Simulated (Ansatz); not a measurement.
## LiZrBr3 (built on the sites of a database entry of CsSnBr3): from the cell to its phonons

How does LiZrBr3 (built on the sites of a database entry of CsSnBr3) vibrate, and is this structure a minimum?

Program: Ansatz 0.2.0. Level of theory: DFT PBEsol, scalar-relativistic, plane waves, norm-conserving pseudopotentials. Results are calculated unless marked as measured.

The structure was built from a prototype and need not be the compound's stable phase.

## (1) Starting point

It takes space group Pm-3m (No. 221, cubic). Conventional cell: a = 5.013 Å, b = 5.013 Å, c = 5.013 Å, α = 90.00°, β = 90.00°, γ = 90.00°. Nearest to Li lie 12 Br at 3.54 Å. Nearest to Zr lie 6 Br at 2.51 Å. Nearest to Br lie 2 Zr at 2.51 Å. Farther neighbours and most contacts between anions are not listed.

Structure file:

```cif
data_structure
_symmetry_space_group_name_H-M 'P 1'
_symmetry_Int_Tables_number 1
_cell_length_a 5.0130
_cell_length_b 5.0130
_cell_length_c 5.0130
_cell_angle_alpha 90.000
_cell_angle_beta 90.000
_cell_angle_gamma 90.000
_cell_volume 125.98
loop_
_atom_site_label
_atom_site_type_symbol
_atom_site_fract_x
_atom_site_fract_y
_atom_site_fract_z
_atom_site_occupancy
Li1 Li 0.00000 0.00000 0.00000 1
Zr2 Zr 0.50000 0.50000 0.50000 1
Br3 Br 0.50000 0.00000 0.50000 1
Br4 Br 0.50000 0.50000 0.00000 1
Br5 Br 0.00000 0.50000 0.50000 1
```

## (2) Coarse relaxation

The start is far from rest, so a relaxation with loose tolerances brings it close first.

Contents of input.yaml:

```yaml
crystal:
  lattice:
    - [5.01297, 0.0, 0.0]
    - [0.0, 5.01297, 0.0]
    - [0.0, 0.0, 5.01297]
  atoms:
    - { symbol: Li, position: [0.0, 0.0, 0.0] }
    - { symbol: Zr, position: [0.5, 0.5, 0.5] }
    - { symbol: Br, position: [0.5, 0.0, 0.5] }
    - { symbol: Br, position: [0.5, 0.5, 0.0] }
    - { symbol: Br, position: [0.0, 0.5, 0.5] }
kpoints:
  mp_grid: { grid: [4, 4, 4] }
hamiltonian:
  xc: pbesol
  pseudopotentials: { kind: nc }
scf:
  occupations: { method: gaussian, width: 0.1 }
output:
  forces: true
  stress: true
  eigenvalues: true
relax:
  adjacent_minimum: "off"
  f_tol: 0.05
  max_steps: 80
  cell: { stress_tol: 0.5 }
```

Started as:

```console
ansatz run input.yaml --threads 4 --pin off --max-ram 14336MiB --backend cpu --events-out ev --progress --plain --runs-dir out
```

Numbers of over 12 decimals in the logs are rounded to 6 here.

The log of the run:

```text
The last accepted step is kept in <dir> (removed where the run ends without a failure and the disk answers)
Engine: ansatz 0.2.0, aarch64-unknown-linux-gnu
Pseudopotentials: kind: nc
Pseudopotential: Li, nc, valence charge 3, recommended cutoff 1006.821291 eV (normal), Li.nc.azcp (PseudoDojo's, or run here from an input of PseudoDojo's: the run reads no file of this project's for it)
[...]
cell:  # Å, volume = 148.0510 Å³
    - [5.290180, 0, 0]
    - [0, 5.290180, 0]
    - [0, 0, 5.290180]
  atoms:
    - { symbol: Li, position: [0, 0, 0] }
    - { symbol: Zr, position: [0.5, 0.500000, 0.500000] }
    - { symbol: Br, position: [0.5, 0, 0.500000] }
    - { symbol: Br, position: [0.5, 0.500000, 0] }
    - { symbol: Br, position: [0, 0.500000, 0.500000] }
[key lines of the parts left out:]
SCF converged after 6 iterations
Free energy (F): -2858.716172 eV
Fermi energy:    6.380728 eV
P = ⅓ Tr σ = 0.3051 GPa (3.051 kbar)
```

The job ended after 9.4 s (4 threads of Arm Neoverse V1, shared host; peak memory 0.73 GiB; 36 s of CPU time).

Step by step:

| step | energy less that of the first step (eV) | largest force component (eV/Å) | pressure (GPa) | volume (Å³) |
| --- | --- | --- | --- | --- |
| 1 | 0.0000 | 0.0000 | 9.95 | 125.98 |
| 2 | -0.5971 | 0.0000 | 1.07 | 145.31 |
| 3 | -0.6083 | 0.0000 | 0.27 | 148.05 |
| 4* | -0.6109 | 0.0000 | 0.31 | 148.05 |

Relaxation steps marked * repeat the geometry before them on a plane-wave basis chosen anew for their cell, so energy and pressure can jump there.

Forces are held to the 48 operations that the run works with; a distortion that breaks them can't arise in this run.

| conventional cell, symmetrised | before | after | change |
| --- | --- | --- | --- |
| a (Å) | 5.013 | 5.290 | +5.5 % |
| b (Å) | 5.013 | 5.290 | +5.5 % |
| c (Å) | 5.013 | 5.290 | +5.5 % |
| volume (Å³/atom) | 25.20 | 29.61 | +17.5 % |

Final coordinates:

```
Li Zr Br
1.0
     5.29018    0.00000    0.00000
     0.00000    5.29018    0.00000
     0.00000    0.00000    5.29018
Li Zr Br
1 1 3
Direct
  0.00000 0.00000 0.00000
  0.50000 0.50000 0.50000
  0.50000 0.00000 0.50000
  0.50000 0.50000 0.00000
  0.00000 0.50000 0.50000
```

Numbers from this step:

| Item | Value |
| --- | --- |
| pressure | 0.3051 GPa |
| volume per atom | 29.61 Å³ |
| gap on the k-mesh | 0 eV |

In this step the volume went from 25.20 to 29.61 Å³/atom.

## (3) Relaxation

The cell and atoms are relaxed, since residual forces and stress would shift the frequencies.

Edit input.yaml of step 2 so:

```diff
@@ -2,5 +2,5 @@
   lattice:
-    - [5.01297, 0.0, 0.0]
-    - [0.0, 5.01297, 0.0]
-    - [0.0, 0.0, 5.01297]
+    - [5.2901796668, 0.0, 0.0]
+    - [0.0, 5.2901796668, 0.0]
+    - [0.0, 0.0, 5.2901796668]
   atoms:
@@ -12,3 +12,3 @@
 kpoints:
-  mp_grid: { grid: [4, 4, 4] }
+  mp_grid: { grid: [8, 8, 8] }
 hamiltonian:
@@ -22,6 +22,10 @@
   eigenvalues: true
+  write_density: true
+  write_potential: true
+  elf: true
+  volumetric_format: npy
 relax:
   adjacent_minimum: "off"
-  f_tol: 0.05
+  f_tol: 0.005
   max_steps: 80
-  cell: { stress_tol: 0.5 }
+  cell: { stress_tol: 0.05 }
```

The log of the run:

```text
[...]
Crystal: 5 atoms, lattice volume = 148.051 Å³
Basis set: ecut = 1006.821291 eV, 10827 PW (Γ), exchange–correlation on 120×120×120 points (8 copies of the dense FFT grid, shifted against one another)
Bands: 23, of which v1, the nominal top of the filled ones, is band 18 counted from 1 (17 counted from 0)
Symmetry: 48 space group operations
[...]
k-points: 35 of 512
[...]
SCF iter   1: F=—  HF=-2863.039430 eV  |F-HF|=—  |Δ(HF+E_count)|=         —  Δρ=6.32e-2  dr2=1.75e1  ethr=3.10e-3  ⟨swp⟩=6.3  Hψ=4016  notcnv=0
[...]
SCF iter  12: F=-2858.830510 eV  HF=-2858.830510 eV  |F-HF|=8.43e-10  |Δ(HF+E_count)|=   7.44e-9  Δρ=7.58e-7  dr2=2.68e-9  ethr=2.78e-10  ⟨swp⟩=14.7  Hψ=6947  notcnv=0
SCF 1 converged in 12 iterations: F = -2858.830510 eV  dr2 = 2.68e-9
relax step   1: F+E_penalty+E_count = -2858.83050958 eV  Δ(F+E_penalty+E_count) = +0.000e0 eV  max|allowed force component| = 9.925e-29 eV/Å  Δτ_max = 0.0000 Å  P = -0.026 GPa  Ω = 148.051 Å³  (12 SCF iters, dr2 threshold 1.00e-7 eV, accepted)
[...]
SCF iter   1: F=—  HF=-2858.830575 eV  |F-HF|=—  |Δ(HF+E_count)|=         —  Δρ=1.75e-6  dr2=5.79e-9  ethr=4.13e-7  ⟨swp⟩=4.5  Hψ=7143  notcnv=0
eigensolver tolerance schedule: the retry pair's looser diagonalisation over-reported the residual by 25715.58 of it (diagonalisation noise at an unbounded share of the residual, at the tolerance the schedule requests for it); recorded, not acted on — ethr = c·dr2/N_el stays at c = 1.0e-1
[...]
SCF iter   2: F=—  HF=-2858.830510 eV  |F-HF|=—  |Δ(HF+E_count)|=   6.49e-5  Δρ=1.57e-6  dr2=1.89e-9  ethr=1.61e-11  ⟨swp⟩=4.3  Hψ=2603  notcnv=0
[...]
SCF iter   4: F=-2858.830510 eV  HF=-2858.830510 eV  |F-HF|=3.27e-11  |Δ(HF+E_count)|=  3.50e-11  Δρ=9.69e-8  dr2=4.35e-11  ethr=1.00e-12  ⟨swp⟩=9.4  Hψ=5178  notcnv=0
SCF 2 converged in 4 iterations: F = -2858.830510 eV  dr2 = 4.35e-11
relax step   2: F+E_penalty+E_count = -2858.83050958 eV  Δ(F+E_penalty+E_count) = -6.908e-10 eV  max|allowed force component| = 1.262e-29 eV/Å  Δτ_max = 0.0000 Å  P = -0.026 GPa  Ω = 148.051 Å³  stress off target by 2.62e-2 GPa  SCF on the basis re-selected at this cell (its energy is not comparable with the rows above)  (4 SCF iters)
[...]
SCF converged after 4 iterations
Free energy (F): -2858.830510 eV
[...]
Internal energy: -2858.817307 eV  (E = F + TS)
E sigma→0 (E₀):  -2858.823908 eV
Entropy (-TS):   -0.013203 eV (-2.641 meV/atom)
Fermi energy:    6.385193 eV
[...]
--- Stress (GPa, compression-positive) ---
       -0.026191       0.000000       0.000000
        0.000000      -0.026191       0.000000
        0.000000       0.000000      -0.026191
  P = ⅓ Tr σ = -0.0262 GPa (-0.262 kbar)
--- Band table (eV; the first three rows and the last of 35) ---
  k-point 0: bands = [... 14 lower, 2.1158, 2.1158, 2.1158, 5.4385, 5.4385, 5.4385, 5.7880, 7.1120, ... 1 higher]
  k-point 1: bands = [... 14 lower, 1.8209, 2.0684, 2.0684, 5.4471, 5.6645, 5.6645, 5.9656, 7.1132, ... 1 higher]
  k-point 2: bands = [... 14 lower, 1.6631, 2.0259, 2.0259, 5.4680, 6.2076, 6.2076, 6.4023, 7.1161, ... 1 higher]
  k-point 34: bands = [... 14 lower, 2.6189, 2.6189, 2.6189, 6.4814, 7.7568, 7.7568, 7.7568, 9.7442, ... 1 higher]
--- Relaxed structure (1 steps of the walk, 1 accepted, 1 SCFs on fresh bases) ---
[...]
cell:  # Å, volume = 148.0510 Å³
    - [5.2901796668, 0.0, 0.0]
    - [0.0, 5.2901796668, 0.0]
    - [0.0, 0.0, 5.2901796668]
  atoms:
    - { symbol: Li, position: [0.0, 0.0, 0.0] }
    - { symbol: Zr, position: [0.5, 0.5, 0.5] }
    - { symbol: Br, position: [0.5, 0.0, 0.5] }
    - { symbol: Br, position: [0.5, 0.5, 0.0] }
    - { symbol: Br, position: [0.0, 0.5, 0.5] }
```

Elapsed: 18 s, on 4 threads; peak memory 0.89 GiB.

Little changed from the start: no atom moved by 0.005 Å and no cell edge by 0.1 %.

Numbers from this step:

* pressure: -0.02619 GPa

ELF in the ac plane at fractional y = 0.500, with atoms of Zr and Br within 0.2 Å of it. It is the smooth field of the valence electrons, not physical close to the nuclei.

Values, 15 rows by 15 columns, each cell a mean:
```
0.01 0.02 0.11 0.44 0.77 0.87 0.64 0.20 0.34 0.81 0.85 0.66 0.27 0.05 0.02
0.06 0.04 0.06 0.25 0.62 0.82 0.83 0.76 0.79 0.85 0.76 0.46 0.13 0.04 0.05
0.32 0.21 0.09 0.11 0.33 0.62 0.73 0.76 0.76 0.70 0.50 0.21 0.08 0.13 0.27
0.69 0.59 0.34 0.15 0.14 0.24 0.29 0.30 0.30 0.27 0.19 0.12 0.21 0.46 0.66
0.86 0.82 0.67 0.35 0.13 0.14 0.24 0.30 0.29 0.20 0.12 0.19 0.50 0.76 0.85
0.76 0.84 0.82 0.53 0.15 0.39 0.75 0.80 0.80 0.65 0.20 0.27 0.70 0.85 0.81
0.15 0.59 0.83 0.59 0.15 0.57 0.76 0.37 0.54 0.80 0.29 0.30 0.76 0.79 0.34
0.03 0.48 0.82 0.60 0.15 0.59 0.70 0.17 0.37 0.80 0.30 0.30 0.76 0.76 0.20
0.50 0.76 0.83 0.56 0.15 0.49 0.81 0.70 0.76 0.75 0.24 0.29 0.73 0.83 0.64
0.87 0.86 0.77 0.45 0.14 0.23 0.49 0.59 0.57 0.39 0.14 0.24 0.62 0.82 0.87
0.80 0.72 0.50 0.22 0.12 0.14 0.15 0.15 0.15 0.15 0.13 0.14 0.33 0.62 0.77
0.50 0.36 0.17 0.10 0.22 0.45 0.56 0.60 0.59 0.53 0.35 0.15 0.11 0.25 0.44
0.14 0.08 0.06 0.17 0.50 0.77 0.83 0.82 0.83 0.82 0.67 0.34 0.09 0.06 0.11
0.02 0.02 0.08 0.36 0.72 0.86 0.76 0.48 0.59 0.84 0.82 0.59 0.21 0.04 0.02
0.01 0.02 0.14 0.50 0.80 0.87 0.50 0.03 0.15 0.76 0.86 0.69 0.32 0.06 0.01
```
Columns run along a (5.3 Å), rows up along c (5.3 Å). Atoms in or near the plane, at fractional coordinates: Zr at (0.50, 0.50), Br at (0.50, 0.00), Br at (0.00, 0.50).

Electrostatic potential energy in the ac plane at fractional y = 0.500, with atoms of Zr and Br within 0.2 Å of it. With pseudopotentials it is smooth inside the atoms' cores, unlike the true potential.

Ten even steps from '_' (-128 eV) to '@' (9 eV), each cell a mean:
```
@@@@@@@@@@%%==..::**@@@@@@@@@@
@@@@@@@@@@@@##****%%@@@@@@@@@@
@@@@@@@@@@@@@@%%@@@@@@@@@@@@@@
@@@@@@@@@@@@@@@@@@@@@@@@@@@@@@
@@@@@@@@@@@@%%%%%%@@@@@@@@@@@@
++##@@@@@@%%**==++##@@@@@@%%**
..==%%@@@@##::____++%%@@@@**::
__--##@@@@##::____==%%@@%%**..
--**%%@@@@%%==::::**%%@@@@##==
%%%%@@@@@@@@%%####%%@@@@@@@@%%
@@@@@@@@@@@@@@@@@@@@@@@@@@@@@@
@@@@@@@@@@@@@@@@@@@@@@@@@@@@@@
@@@@@@@@@@@@%%##%%@@@@@@@@@@@@
@@@@@@@@@@%%**--==##@@@@@@@@@@
@@@@@@@@@@%%--__..++@@@@@@@@@@
```
Columns run along a (5.3 Å; values clipped at the 3rd and 97th percentile), rows up along c (5.3 Å). Atoms in or near the plane, at fractional coordinates: Zr at (0.50, 0.50), Br at (0.50, 0.00), Br at (0.00, 0.50).

Valence density in the ac plane at fractional y = 0.500, with atoms of Zr and Br within 0.2 Å of it. It is the smooth field of the valence electrons, not physical close to the nuclei.

Values in e/Å³, 15 rows by 15 columns, each cell a mean:
```
0.0 0.0 0.0 0.1 0.3 0.9 1.0 0.5 0.7 1.1 0.6 0.2 0.1 0.0 0.0
0.0 0.0 0.0 0.1 0.2 0.6 1.0 1.1 1.1 0.8 0.4 0.1 0.1 0.0 0.0
0.1 0.1 0.1 0.1 0.1 0.3 0.5 0.7 0.7 0.4 0.2 0.1 0.1 0.1 0.1
0.2 0.2 0.1 0.1 0.1 0.2 0.3 0.4 0.3 0.2 0.1 0.1 0.1 0.1 0.2
0.6 0.5 0.3 0.2 0.1 0.2 0.5 0.7 0.6 0.3 0.2 0.1 0.2 0.4 0.6
1.1 1.0 0.7 0.3 0.2 0.6 2.0 3.0 2.7 1.3 0.3 0.2 0.4 0.8 1.1
0.4 1.0 1.0 0.5 0.3 1.3 3.5 2.6 3.2 2.7 0.6 0.3 0.7 1.1 0.7
0.2 0.9 1.0 0.5 0.4 1.5 3.5 1.7 2.6 3.0 0.7 0.4 0.7 1.1 0.5
0.9 1.1 0.8 0.4 0.3 0.9 2.9 3.5 3.5 2.0 0.5 0.3 0.5 1.0 1.0
1.0 0.8 0.4 0.2 0.2 0.4 0.9 1.5 1.3 0.6 0.2 0.2 0.3 0.6 0.9
0.3 0.3 0.2 0.1 0.1 0.2 0.3 0.4 0.3 0.2 0.1 0.1 0.1 0.2 0.3
0.1 0.1 0.1 0.1 0.1 0.2 0.4 0.5 0.5 0.3 0.2 0.1 0.1 0.1 0.1
0.0 0.0 0.0 0.1 0.2 0.4 0.8 1.0 1.0 0.7 0.3 0.1 0.1 0.0 0.0
0.0 0.0 0.0 0.1 0.3 0.8 1.1 0.9 1.0 1.0 0.5 0.2 0.1 0.0 0.0
0.0 0.0 0.0 0.1 0.3 1.0 0.9 0.2 0.4 1.1 0.6 0.2 0.1 0.0 0.0
```
Columns run along a (5.3 Å), rows up along c (5.3 Å). Atoms in or near the plane, at fractional coordinates: Zr at (0.50, 0.50), Br at (0.50, 0.00), Br at (0.00, 0.50).

In this step the volume went from 29.61 to 29.61 Å³/atom.

## (4) Tight relaxation

Phonons need a cell at rest on their own settings, so the relaxation is repeated with tight tolerances on forces and stress, using the mesh and the filling of the phonon run that follows.

input.yaml, the sections that differ from step 3:

```yaml
scf:
  occupations: { method: methfessel_paxton, width: 0.2 }
output:
  forces: true
  stress: true
  eigenvalues: true
relax:
  adjacent_minimum: "off"
  f_tol: 0.001
  max_steps: 60
  cell: { stress_tol: 0.01 }
# crystal, kpoints, hamiltonian: as in step 3
```

The log of the run:

```text
[...]
Crystal: 5 atoms, lattice volume = 148.051 Å³
Basis set: ecut = 1006.821291 eV, 10827 PW (Γ), exchange–correlation on 120×120×120 points (8 copies of the dense FFT grid, shifted against one another)
Bands: 23, of which v1, the nominal top of the filled ones, is band 18 counted from 1 (17 counted from 0)
Symmetry: 48 space group operations
[...]
k-points: 35 of 512
[...]
--- Relaxed structure (2 steps of the walk, 2 accepted, 1 SCFs on fresh bases) ---
[...]
cell:  # Å, volume = 147.8760 Å³
    - [5.288094, 0, 0]
    - [0, 5.288094, 0.0]
    - [0, 0.0, 5.288094]
  atoms:
    - { symbol: Li, position: [0, 0, 0] }
    - { symbol: Zr, position: [0.5, 0.5, 0.5] }
    - { symbol: Br, position: [0.5, 0, 0.5] }
    - { symbol: Br, position: [0.5, 0.5, 0] }
    - { symbol: Br, position: [0, 0.5, 0.5] }
[key lines of the parts left out:]
SCF converged after 5 iterations
Free energy (F): -2858.822464 eV
Fermi energy:    6.405807 eV
P = ⅓ Tr σ = 0.0090 GPa (0.090 kbar)
```

Run time: 25 s. Hardware: 4 threads; peak memory 0.89 GiB; 97 s of CPU time.

Little changed from the start: no atom moved by 0.005 Å and no cell edge by 0.1 %.

Numbers from this step:

```yaml
pressure: 0.008991 GPa
volume_per_atom: 29.58 Å³
```

The forces vanish by symmetry and the pressure is 0.009 GPa, within the tolerances set. The cell now holds 29.58 Å³/atom.

## (5) Zone-centre response

The zone centre comes first: it holds the modes that light can see, as far as symmetry allows. No field response is asked, since the mesh shows no gap.

input.yaml, the sections that differ from step 4:

```yaml
crystal:
  lattice:
    - [5.2880942881, 0.0, 0.0]
    - [0.0, 5.2880942881, 0.0]
    - [0.0, 0.0, 5.2880942881]
  atoms:
    - { symbol: Li, position: [0.0, 0.0, 0.0] }
    - { symbol: Zr, position: [0.5, 0.5, 0.5] }
    - { symbol: Br, position: [0.5, 0.0, 0.5] }
    - { symbol: Br, position: [0.5, 0.5, 0.0] }
    - { symbol: Br, position: [0.0, 0.5, 0.5] }
output:
  eigenvalues: true
phonons:
  method: dfpt
# kpoints, hamiltonian, scf: as in step 4
# relax: removed
```

The log of the run:

```text
zone centre: on kpoints.mp_grid the ground state, and the responses unless they are solved on pairs of k-points, stand on 125 of the mesh's 512 k-points, reduced under 8 symmetry operations, with k and −k counted as one. Each operation leaves every solved displacement unchanged or reverses it
[...]
Crystal: 5 atoms, lattice volume = 147.876 Å³
Basis set: ecut = 1006.821291 eV, 10827 PW (Γ), exchange–correlation on 120×120×120 points (8 copies of the dense FFT grid, shifted against one another)
Bands: 23, of which v1, the nominal top of the filled ones, is band 18 counted from 1 (17 counted from 0)
Symmetry: 48 space group operations
k-points: 125 of 512 (irreducible under 8 space group operations)
[...]
SCF iter   1: F=—  HF=-2863.032811 eV  |F-HF|=—  |Δ(HF+E_count)|=         —  Δρ=6.32e-2  dr2=1.75e1  ethr=3.10e-3  ⟨swp⟩=6.3  Hψ=14066  notcnv=0
[...]
SCF iter   2: F=—  HF=-2859.622293 eV  |F-HF|=—  |Δ(HF+E_count)|=    3.41e0  S|Δr|=    0.00e0  Δρ=1.82e-2  dr2=2.36e0  ethr=3.10e-3  ⟨swp⟩=7.4  Hψ=25938  notcnv=0
automatic band count: the SCF goes on with 28 bands, as 23 were too few: they end inside the smearing window of the response
[...]
SCF iter   3: F=—  HF=-2858.968033 eV  |F-HF|=—  |Δ(HF+E_count)|=   6.54e-1  S|Δr|=    0.00e0  Δρ=7.80e-3  dr2=5.12e-1  ethr=3.10e-3  ⟨swp⟩=3.0  Hψ=6165  notcnv=0  defer=237
[...]
SCF iter  12: F=-2858.822464 eV  HF=-2858.822464 eV  |F-HF|=1.36e-12  |Δ(HF+E_count)|=  6.96e-11  S|Δr|=    0.00e0  Δρ=7.24e-8  dr2=4.88e-12  ethr=1.00e-12  ⟨swp⟩=14.6  Hψ=25433  notcnv=0
SCF 1 converged in 12 iterations: F = -2858.822464 eV  dr2 = 4.88e-12
DFPT response loops at Γ: preconditioner auto → Kerker (q_TF=auto, 2.156 Å⁻¹) (partly filled bands, converged f_vac=0.072); β = 1.00, the filter's whole step (`scf.mixing.beta` (0.50) is not read by the response loops under this deck's `scf.mixing.preconditioner`; to damp them name `kerker` or `kerker_dos`, under which they read `scf.mixing.beta`, and type it under 1.00, their step now; both keys bind the ground state too); Broyden in place of MSR1
SCF converged after 12 iterations
[...]
Free energy (F): -2858.822464 eV
[...]
Internal energy: -2858.825209 eV  (E = F + TS)
E sigma→0 (E₀):  -2858.823150 eV
Entropy (-TS):   0.002745 eV (0.549 meV/atom)
Fermi energy:    6.405807 eV
[...]
--- Band table (eV; the first three rows and the last of 125) ---
  k-point 0: bands = [... 14 lower, 2.1258, 2.1258, 2.1258, 5.4461, 5.4461, 5.4461, 5.7986, 7.1238, ... 6 higher]
  k-point 1: bands = [... 14 lower, 1.8303, 2.0783, 2.0783, 5.4547, 5.6727, 5.6727, 5.9764, 7.1250, ... 6 higher]
  k-point 2: bands = [... 14 lower, 1.6714, 2.0357, 2.0357, 5.4757, 6.2170, 6.2170, 6.4135, 7.1279, ... 6 higher]
  k-point 124: bands = [... 14 lower, 2.6293, 2.6293, 2.6293, 6.4908, 7.7688, 7.7688, 7.7688, 9.7569, ... 6 higher]
--- Phonons (Γ-DFPT): 4 representative perturbations + reference, on 125 of 512 k-points (Σ response iterations 15) ---
  k mesh reduced under 8 symmetry operations, with k and −k counted as one. Each operation leaves every solved displacement unchanged or reverses it
  ASR residual: 3.054e-4 → 0.000e0 eV/Å²; symmetrization residual: 4.735e-7 eV/Å²
  ASR residual per site (eV/Å²): 2.77e-6 3.05e-4 5.27e-5 5.27e-5 5.27e-5
  Γ frequencies (cm⁻¹): -154.02 -154.02 -154.02 0.00 0.00 0.00 39.02 39.02 39.02 86.04 86.04 86.04 253.80 253.80 253.80
  non-analytic LO–TO correction: not included (Born effective charges unavailable; polar crystals: no LO–TO splitting at Γ)
```

Elapsed: 3.3 min, on 4 threads; peak memory 4.7 GiB; 13 min of CPU time.

Numbers from this step:

* sum-rule residual before enforcement: 3.05e-4 eV/Å²
* point group: m-3m
* highest optical mode at the zone centre (no LO-TO term): 253.8 cm⁻¹
* lowest optical zone-centre mode: -154.0 cm⁻¹

Patterns of degenerate modes are one choice out of their space. Modes at Γ, with each element's share of the kinetic energy (negative means imaginary):

| mode | frequency (cm⁻¹) | symmetry | Li % | Zr % | Br % |
| --- | --- | --- | --- | --- | --- |
| 1 | -154.0 | T1u | 97 | 0 | 3 |
| 2 | -154.0 | T1u | 97 | 0 | 3 |
| 3 | -154.0 | T1u | 97 | 0 | 3 |
| 4 | 0.0 | acoustic | 2 | 27 | 71 |
| 5 | 0.0 | acoustic | 2 | 27 | 71 |
| 6 | 0.0 | acoustic | 2 | 27 | 71 |
| 7 | 39.0 | T2u | 0 | 0 | 100 |
| 8 | 39.0 | T2u | 0 | 0 | 100 |
| 9 | 39.0 | T2u | 0 | 0 | 100 |
| 10 | 86.0 | T1u | 1 | 28 | 71 |
| 11 | 86.0 | T1u | 1 | 28 | 71 |
| 12 | 86.0 | T1u | 1 | 28 | 71 |
| 13 | 253.8 | T1u | 0 | 45 | 55 |
| 14 | 253.8 | T1u | 0 | 45 | 55 |
| 15 | 253.8 | T1u | 0 | 45 | 55 |

Displacements in mode 1 (-154.0 cm⁻¹), the largest set to 1:
```
Li1  0.00  1.00  0.16
Zr2  0.00 -0.01  0.00
Br3  0.00 -0.01 -0.01
Br4  0.00 -0.03  0.00
Br5  0.00 -0.03 -0.01
```

Displacements in mode 15 (253.8 cm⁻¹), the largest set to 1:
```
Li1  0.00  0.01  0.00
Zr2  0.00 -0.84  0.08
Br3  0.00  1.00  0.00
Br4  0.00 -0.02 -0.09
Br5  0.00 -0.02  0.00
```

Before it was imposed, the acoustic sum rule was missed by 3.1e-4 eV/Å². Small misses are needed for a sound result but don't prove that mesh and cutoff are converged. The lowest optical mode is imaginary, 154.0i cm⁻¹, so the energy falls along it.

(Part 1 of 2 ends here.)

[Logs are printed without paths, hosts, clocks, repeated set-up lines and the standing remarks that a program may print on its own settings, such as how far it seeks lower states.]

[Hosts, paths, dates, database ids (printed as entryN), source tags and the programs' standing remarks are cut or masked in the printed files.]
